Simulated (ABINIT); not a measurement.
# Ba2TaBiO6 (R-3): Bethe-Salpeter spectra with ABINIT, part 2 of 2

Wanted: excitons and ε₂ of Ba2TaBiO6 (R-3), with cost.

ABINIT 10.8.3; LDA and many-body steps on it, plane waves. Known limits of the many-body steps: not at the basis limit; no spin-orbit coupling; coarse k mesh; bindings not settled in the k mesh.

So far. Step 4 (Self-energy, 2×2×2 mesh, 199 bands, screening to 119.7 …): The gap on the mesh goes from 2.55 eV to 3.35 eV, a correction of +0.80 eV. Step 5 (Excitons): The lowest state lies at 2.852 eV, 0.523 eV under the direct gap.

## 6. Triplet (no exchange term)

Level of this step: Bethe-Salpeter equation on LDA with a scissors shift, plane waves, norm-conserving pseudopotentials (ABINIT).

The input, run.abi:

```
acell 3*1.0 Angstrom
rprim 
  3.075626834241 1.775713980676 4.956223105800
  -3.075626834241 1.775713980676 4.956223105800
  0.000000000000 -3.551427961352 4.956223105800
ntypat 4
znucl 56 73 83 8
natom 10
typat 1 1 2 3 4 4 4 4 4 4
xred 
  0.748816000000 0.748816000000 0.748816000000
  0.251184000000 0.251184000000 0.251184000000
  0.500000000000 0.500000000000 0.500000000000
  0.000000000000 0.000000000000 0.000000000000
  0.725510000000 0.218856000000 0.322035000000
  0.218856000000 0.322035000000 0.725510000000
  0.322035000000 0.725510000000 0.218856000000
  0.274490000000 0.781144000000 0.677965000000
  0.677965000000 0.274490000000 0.781144000000
  0.781144000000 0.677965000000 0.274490000000
pp_dirpath "pseudos"
pseudos "Ba.upf, Ta.upf, Bi.upf, O.upf"
ecut 62
ngkpt 2 2 2
nshiftk 1
shiftk 0 0 0
kptopt 1
chksymbreak 0
istwfk *1
occopt 1
irdwfk 1
optdriver 99
bs_calctype 1
mbpt_sciss 0.798 eV
bs_loband 42
nband 62
bs_exchange_term 0
bs_coulomb_term 11
bs_coupling 0
bs_algorithm 1
bs_freq_mesh 0 7 0.05 eV
zcut 0.15 eV
ecuteps 4
ecutwfn 31
inclvkb 2
irdscr 1
indata_prefix "in"
outdata_prefix "out"
tmpdata_prefix "tmp"
```

Command:

```bash
$ OMP_NUM_THREADS=1 mpirun -n 4 abinit run.abi > log
```

Numbers of over 12 decimals in the logs are rounded to 6 here.

The log of the run:

```text
.Version 10.8.3 of ABINIT. v10.8.2 released Aug 2026.

 Symmetries : space group R-3 (#148); Bravais hR (rhombohedral)
[... echo of the input left out ...]
== DATASET  1 ==================================================================
-   mpi_nproc: 4, omp_nthreads: 1 (-1 if OMP is not activated)

--- !DatasetInfo
iteration_state: {dtset: 1, }
dimensions: {natom: 10, nkpt: 4, mband: 62, nsppol: 1, nspinor: 1, nspden: 1, mpw: 9095, }
cutoff_energies: {ecut:  31.0, pawecutdg:  -1.0, }
electrons: {nelect:   1.06000000E+02, charge:   0.00000000E+00, occopt:   1.00000000E+00, tsmear:   1.00000000E-02, }

 Exciton: Calculation of dielectric properties by solving the Bethe-Salpeter equation
 in frequency domain and reciprocal space on a transitions basis set.
 Based on a program developed by L. Reining, V. Olevano, F. Sottile,
 S. Albrecht, and G. Onida. Incorporated in ABINIT by M. Giantomassi.

.Using double precision arithmetic ; gwpc =  8

[... cell and pseudopotentials left out ...]
--------------------------------------------------------------------------------

 ==== K-mesh for the wavefunctions ====
 Number of points in the irreducible wedge :     4
[... list of points left out ...]
 Together with  6 symmetry operations and time-reversal symmetry
 yields     8 points in the full Brillouin Zone.

 ==== Q-mesh for the screening function ====
 Number of points in the irreducible wedge :     4
[... list of points left out ...]
 Together with  6 symmetry operations and time-reversal symmetry
 yields     8 points in the full Brillouin Zone.

 vcoul_init : cutoff-mode = AUXILIARY_FUNCTION
 q-points for optical limit:   1
     1)      0.000010    0.000020    0.000030
 setmesh: FFT mesh size selected  =    40x   40x   40
          total number of points  =        64000

[...]
average of density, n =  0.096394
 r_s =    1.3530
 omega_plasma =   29.9489 [eV]

. Writing resonant excitonic Hamiltonian on file out_BSR; file size=   0.01 [Gb].
 Direct diagonalization of the resonant excitonic Hamiltonian, Matrix size= 864
. Using LAPACK sequential version.
 Excitonic eigenvalues in eV up to n=   32
   2.69056   2.83952   2.83952   2.99207   3.14616   3.14616   3.30574   3.41203
   3.41203   3.70030   3.76224   3.76224   3.97688   3.97689   4.02390   4.03738
   4.08288   4.08290   4.13627   4.16666   4.16673   4.18679   4.18684   4.20261
   4.21736   4.24863   4.24888   4.26335   4.26348   4.26795   4.32381   4.37086

 First excitonic eigenvalue=    2.69 [eV]
 Last  excitonic eigenvalue=   10.04 [eV]

 GW  direct gap       3.38  0.00 [eV]
 EXC direct gap       2.69  0.00 [eV]
 EXC binding energy   0.68  0.00 [eV]

 Excitonic eigenvalues up to the GW energy gap [eV]
  1 (  2.69  0.00)
  2 (  2.84  0.00)
  3 (  2.84  0.00)
  4 (  2.99  0.00)
  5 (  3.15  0.00)
  6 (  3.15  0.00)
  7 (  3.31  0.00)

 Macroscopic dielectric function:
 omega [eV] <KS_RPA_nlf>  <GW_RPA_nlf>  <BSE>
   0.0000   5.3440   0.0000   4.6693   0.0000   5.5785   0.0000
   0.0500   5.3446   0.0039   4.6697   0.0022   5.5792   0.0044
   0.1000   5.3466   0.0079   4.6708   0.0044   5.5814   0.0088
[...]
0.4000   5.3861   0.0323   4.6926   0.0177   5.6257   0.0361
   0.4500   5.3975   0.0366   4.6989   0.0200   5.6384   0.0409

 Writing KS-RPA macroscopic dielectric function without local fields to file: out_RPA_NLF_MDF
 Writing GW-RPA macroscopic dielectric function without local fields to file: out_GW_NLF_MDF
 Writing EXC Macroscopic dielectric function to file: out_EXC_MDF

== END DATASET(S) ==============================================================
================================================================================

 -outvars: echo values of variables after computation  --------
           etotal      0.0000000000E+00
            nband          62
             nkpt           4
          spgroup         148
 [... the other variables as echoed above ...]

 Calculation completed.
```

The job ended after 2.1 min (4 MPI ranks of Arm Neoverse V1, shared host; peak memory 1.6 GiB; 8.4 min of CPU time).

The lowest triplet lies at 2.691 eV; without spin-orbit coupling triplets are dark, so no spectrum is read.

## 7. Beyond Tamm-Dancoff

Changes to run.abi since step 6:

```diff
@@ -36,5 +36,5 @@
 nband 62
-bs_exchange_term 0
+bs_exchange_term 1
 bs_coulomb_term 11
-bs_coupling 0
+bs_coupling 1
 bs_algorithm 1
```

The log of the run:

```text
.Version 10.8.3 of ABINIT. v10.8.2 released Aug 2026.

 Symmetries : space group R-3 (#148); Bravais hR (rhombohedral)
[... echo of the input left out ...]
== DATASET  1 ==================================================================
-   mpi_nproc: 4, omp_nthreads: 1 (-1 if OMP is not activated)

--- !DatasetInfo
iteration_state: {dtset: 1, }
dimensions: {natom: 10, nkpt: 4, mband: 62, nsppol: 1, nspinor: 1, nspden: 1, mpw: 9095, }
cutoff_energies: {ecut:  31.0, pawecutdg:  -1.0, }
electrons: {nelect:   1.06000000E+02, charge:   0.00000000E+00, occopt:   1.00000000E+00, tsmear:   1.00000000E-02, }

 Exciton: Calculation of dielectric properties by solving the Bethe-Salpeter equation
 in frequency domain and reciprocal space on a transitions basis set.
 Based on a program developed by L. Reining, V. Olevano, F. Sottile,
 S. Albrecht, and G. Onida. Incorporated in ABINIT by M. Giantomassi.

.Using double precision arithmetic ; gwpc =  8

[... cell and pseudopotentials left out ...]
--------------------------------------------------------------------------------

 ==== K-mesh for the wavefunctions ====
 Number of points in the irreducible wedge :     4
[... list of points left out ...]
 Together with  6 symmetry operations and time-reversal symmetry
 yields     8 points in the full Brillouin Zone.

 ==== Q-mesh for the screening function ====
 Number of points in the irreducible wedge :     4
[... list of points left out ...]
 Together with  6 symmetry operations and time-reversal symmetry
 yields     8 points in the full Brillouin Zone.

 vcoul_init : cutoff-mode = AUXILIARY_FUNCTION
 q-points for optical limit:   1
     1)      0.000010    0.000020    0.000030
 setmesh: FFT mesh size selected  =    40x   40x   40
          total number of points  =        64000

[...]
q = (  0.000000  0.000000  1.508303) [r.l.u.]
 q = (  0.925023 -0.925023 -0.000000) [r.l.u.]
 q = (  0.534062  0.534062 -1.068125) [r.l.u.]
 q = (  1.490630  1.490630  1.490630) [r.l.u.]
 Number of electrons calculated from density =  105.6466; Expected =  106.0000
 average of density, n =  0.096394
 r_s =    1.3530
 omega_plasma =   29.9489 [eV]

. Writing resonant excitonic Hamiltonian on file out_BSR; file size=   0.01 [Gb].
. Writing coupling excitonic Hamiltonian on file out_BSC; file size=   0.01 [Gb].
. Direct diagonalization of the full excitonic Hamiltonian, Matrix size= 1728
. Using LAPACK sequential version to solve FHv = ev with H positive definite.
 First excitonic eigenvalue:    2.85 [eV].
 Last  excitonic eigenvalue:   10.14 [eV].

 GW  direct gap       3.38  0.00 [eV]
 EXC direct gap       2.85  0.00 [eV]
 EXC binding energy   0.52  0.00 [eV]

 Excitonic eigenvalues up to the GW energy gap [eV]
865 (  2.85  0.00)
866 (  2.90  0.00)
867 (  2.90  0.00)
868 (  3.02  0.00)
869 (  3.25  0.00)
870 (  3.25  0.00)
871 (  3.31  0.00)

 Macroscopic dielectric function:
 omega [eV] <KS_RPA_nlf>  <GW_RPA_nlf>  <BSE>
   0.0000   5.3440   0.0000   4.6693   0.0000   5.3222   0.0000
   0.0500   5.3446   0.0039   4.6697   0.0022   5.3229   0.0037
   0.1000   5.3466   0.0079   4.6708   0.0044   5.3247   0.0075
[...]
0.4000   5.3861   0.0323   4.6926   0.0177   5.3624   0.0307
   0.4500   5.3975   0.0366   4.6989   0.0200   5.3732   0.0348

 Writing KS-RPA macroscopic dielectric function without local fields to file: out_RPA_NLF_MDF
 Writing GW-RPA macroscopic dielectric function without local fields to file: out_GW_NLF_MDF
 Writing EXC Macroscopic dielectric function to file: out_EXC_MDF

== END DATASET(S) ==============================================================
================================================================================

 -outvars: echo values of variables after computation  --------
           etotal      0.0000000000E+00
            nband          62
             nkpt           4
          spgroup         148
 [... the other variables as echoed above ...]

 Calculation completed.
```

Wall time 3.9 min (4 MPI ranks); peak memory 1.6 GiB; 16 min of CPU time.

This step gave:

- direct gap of the transition levels: 3.375 eV
- transitions in the window: 864
- lowest state: 2.85 eV
- binding of the lowest state below the direct gap: 0.5250 eV
- Coulomb term of one mesh cell: 0.5675 eV

The binding is 0.93 times the screened Coulomb term of one mesh cell (0.57 eV), so it is not shown settled.

The lowest state lies at 2.850 eV, 0.525 eV under the direct gap.

The ε₂ has structure finer than the step of the table below, so its rows give means over 0.25 eV, whole bins alone (the curve runs from 0 to 6.95 eV). Peaks (eV: height): BSE 2.900: 6.64, 4.450: 14.4; no electron-hole interaction 3.400: 5.37, 5.100: 11.0, 5.700: 10.2, 6.750: 6.57; Kohn-Sham, no shift 2.600: 5.37, 4.300: 11.0, 4.900: 10.2, 5.950: 6.57.

Mean over the three Cartesian directions of q; broadening 0.15 eV; transition window only. Limits: finite bands, cutoff and mesh; no spin-orbit coupling; coarse k mesh; exciton not shown settled in the k mesh. The ε₂ by photon energy; means over each step:

```csv
photon energy (eV),BSE,no electron-hole interaction,"Kohn-Sham, no shift"
0.25,0.0193,0.0111,0.0204
0.50,0.0398,0.0227,0.0422
0.75,0.0628,0.0353,0.0672
1.00,0.0900,0.0494,0.0980
1.25,0.124,0.0659,0.139
1.50,0.171,0.0862,0.200
1.75,0.241,0.112,0.303
2.00,0.357,0.148,0.521
2.25,0.595,0.202,1.22
2.50,1.30,0.292,4.00
2.75,4.36,0.475,3.72
3.00,4.97,1.01,3.44
3.25,3.93,3.37,2.95
3.50,4.08,4.13,2.72
3.75,4.40,3.36,4.29
4.00,8.95,3.16,7.77
4.25,14.0,2.67,10.4
4.50,13.4,3.71,8.82
4.75,8.20,7.20,8.63
5.00,6.82,10.0,9.51
5.25,5.81,9.41,7.32
5.50,4.28,8.23,5.24
5.75,3.87,9.74,5.68
6.00,4.32,7.80,6.21
6.25,4.51,5.46,5.00
6.50,3.81,5.44,4.49
6.75,3.41,6.33,4.11
```

## 8. Model screening

Changes to run.abi since step 7:

```diff
@@ -34,9 +34,9 @@
 mbpt_sciss 0.798 eV
-bs_loband 42
-nband 62
+bs_loband 36
+nband 68
 bs_exchange_term 1
-bs_coulomb_term 11
-bs_coupling 1
-bs_algorithm 1
-bs_freq_mesh 0 7 0.05 eV
+bs_coulomb_term 21
+bs_coupling 0
+bs_algorithm 2
+bs_freq_mesh 0 9 0.05 eV
 zcut 0.15 eV
@@ -45,3 +45,6 @@
 inclvkb 2
-irdscr 1
+mdf_epsinf 6.6
+irdden 1
+bs_haydock_niter 300
+bs_haydock_tol -0.02 0
 indata_prefix "in"
```

The log of the run:

```text
.Version 10.8.3 of ABINIT. v10.8.2 released Aug 2026.

 Symmetries : space group R-3 (#148); Bravais hR (rhombohedral)
[... echo of the input left out ...]
== DATASET  1 ==================================================================
-   mpi_nproc: 4, omp_nthreads: 1 (-1 if OMP is not activated)

--- !DatasetInfo
iteration_state: {dtset: 1, }
dimensions: {natom: 10, nkpt: 4, mband: 68, nsppol: 1, nspinor: 1, nspden: 1, mpw: 9095, }
cutoff_energies: {ecut:  31.0, pawecutdg:  -1.0, }
[...]
0.0500   5.9815   0.0041   5.2530   0.0023   5.9858   0.0038
   0.1000   5.9835   0.0081   5.2541   0.0046   5.9877   0.0075
[...]
0.4000   6.0244   0.0333   5.2769   0.0185   6.0255   0.0307
   0.4500   6.0361   0.0378   5.2835   0.0209   6.0363   0.0348

== END DATASET(S) ==============================================================
================================================================================

 -outvars: echo values of variables after computation  --------
           etotal      0.0000000000E+00
            nband          68
             nkpt           4
          spgroup         148
 [... the other variables as echoed above ...]

 Calculation completed.
```

The job ended after 9.4 min (4 MPI ranks; peak memory 1.7 GiB).

This step gave:

| Item | Value |
| --- | --- |
| direct gap of the transition levels | 3.375 eV |
| transitions in the window | 2160 |
| Coulomb term of one mesh cell | 0.5675 eV |

The ε₂ has structure finer than the step of the table below, so its rows give means over 0.5 eV, whole bins alone (the curve runs from 0 to 9 eV). Peaks (eV: height): BSE 2.90: 6.16, 4.50: 15.4; no electron-hole interaction 3.40: 5.38, 5.10: 11.0, 5.70: 10.3, 6.75: 6.73; Kohn-Sham, no shift 2.60: 5.38, 4.30: 11.0, 4.90: 10.3, 5.95: 6.73.

Mean over the three Cartesian directions of q; broadening 0.15 eV; transition window only. Limits: finite bands, cutoff and mesh; no spin-orbit coupling; coarse k mesh; exciton not shown settled in the k mesh. Table of ε₂ by photon energy; means over each step:

```csv
photon energy (eV),BSE,no electron-hole interaction,"Kohn-Sham, no shift"
0.5,0.0400,0.0238,0.0439
1.0,0.0898,0.0517,0.102
1.5,0.168,0.0901,0.209
2.0,0.344,0.155,0.574
2.5,1.27,0.308,3.47
3.0,4.57,1.22,3.35
3.5,4.13,3.99,2.85
4.0,8.28,3.11,7.70
4.5,13.2,4.16,9.12
5.0,7.53,9.63,9.14
5.5,5.36,8.76,5.66
6.0,5.11,7.76,6.11
6.5,4.94,5.69,4.79
7.0,3.61,5.62,4.34
7.5,3.95,4.44,4.68
8.0,4.09,4.33,3.87
8.5,2.90,4.68,3.32
```

## 9. The runs together

Times are wall times on 4 MPI ranks of Arm Neoverse V1, shared host, good to a factor of about two.

```csv
run,mesh,transitions,broadening (eV),direct gap (eV),lowest state (eV),binding (eV),mesh cell's term (eV),tallest peak (eV),height,time
excitons,2×2×2,2160,0.15,3.375,2.852,0.523,0.567,4.40,15.3,11 min
triplet (no exchange term),2×2×2,864,0.15,3.375,2.691,0.684,0.567,-,-,2.1 min
beyond Tamm-Dancoff,2×2×2,864,0.15,3.375,2.850,0.525,0.567,4.45,14.4,3.9 min
model screening,2×2×2,2160,0.15,3.375,-,-,0.567,4.50,15.4,9.4 min
```

## 10. Outcome

```yaml
excitons: lowest state 2.852 eV (not settled in the k mesh)
triplet_no_exchange_term: lowest state 2.691 eV (not settled in the k mesh)
beyond_tamm_dancoff: lowest state 2.850 eV (not settled in the k mesh)
model_screening: tallest peak 4.5 eV
```

What this shows: On the 2×2×2 mesh the lowest exciton lies at 2.852 eV, 0.523 eV below the direct gap; one cell of the mesh carries a screened Coulomb term of 0.57 eV by a cubic estimate, rough for this lattice, so this binding is not shown settled. Triplet (no exchange term), against «excitons (2×2×2)»: the lowest state moves by −0.161 eV (keys changed: bs_loband, nband, bs_exchange_term and bs_freq_mesh). Triplets are dark. Beyond Tamm-Dancoff, against «excitons (2×2×2)»: the lowest state stays within 0.01 eV (keys changed: bs_loband, nband, bs_coupling and bs_freq_mesh). Model screening, against «excitons (2×2×2)»: the tallest peak goes from 4.40 eV to 4.50 eV (keys changed: bs_coulomb_term, bs_algorithm, irdscr, mdf_epsinf, irdden, bs_haydock_niter and bs_haydock_tol). For «beyond Tamm-Dancoff» the program prints the energy to 0.01 eV alone, so further digits and smaller shifts mean nothing. A rigid shift treats all transitions alike. In the G0W0 table the openings from the upper filled bands to the empty bands at the same k run from +0.80 to +1.18 eV (median +1.08), where the shift is +0.80 eV, so peaks stand off by such differences. Lines within a few meV of each other can be one level split by numerical noise, or distinct levels. Screening is static and electronic alone, and only transitions inside the band window count. The 2×2×2 mesh is coarse for this cell, which bears on the long-range parts of exchange and screening. Where an edge is built on 6p states of lead, bismuth or thallium, scalar-relativistic gaps usually stand too wide, by a few tenths to over one eV. The many-body steps are scalar-relativistic: spin-orbit coupling is not in them.

[Paths, hosts, dates, memory and timing lines, banners, echoed tables and standing remarks are left out of the program output.]

[Logs are printed without paths, hosts, clocks, repeated set-up lines and the standing remarks that a program may print on its own settings, such as how far it seeks lower states.]

[Runs of the session that timed out or met a known fault of the program may be left out.]

[Hosts, paths, dates, database ids (printed as entryN), source tags and the programs' standing remarks are cut or masked in the printed files.]

[G0W0 gaps are taken among the corrected bands and points alone; a level outside them can change the order at an edge.]

[Where Ansatz stands beside ABINIT at settings called matched, ABINIT's density can come from a denser mesh and the files from another edition; pairs whose starting gaps differed by over 0.03 eV were left out, so agreement reads better than it is.]
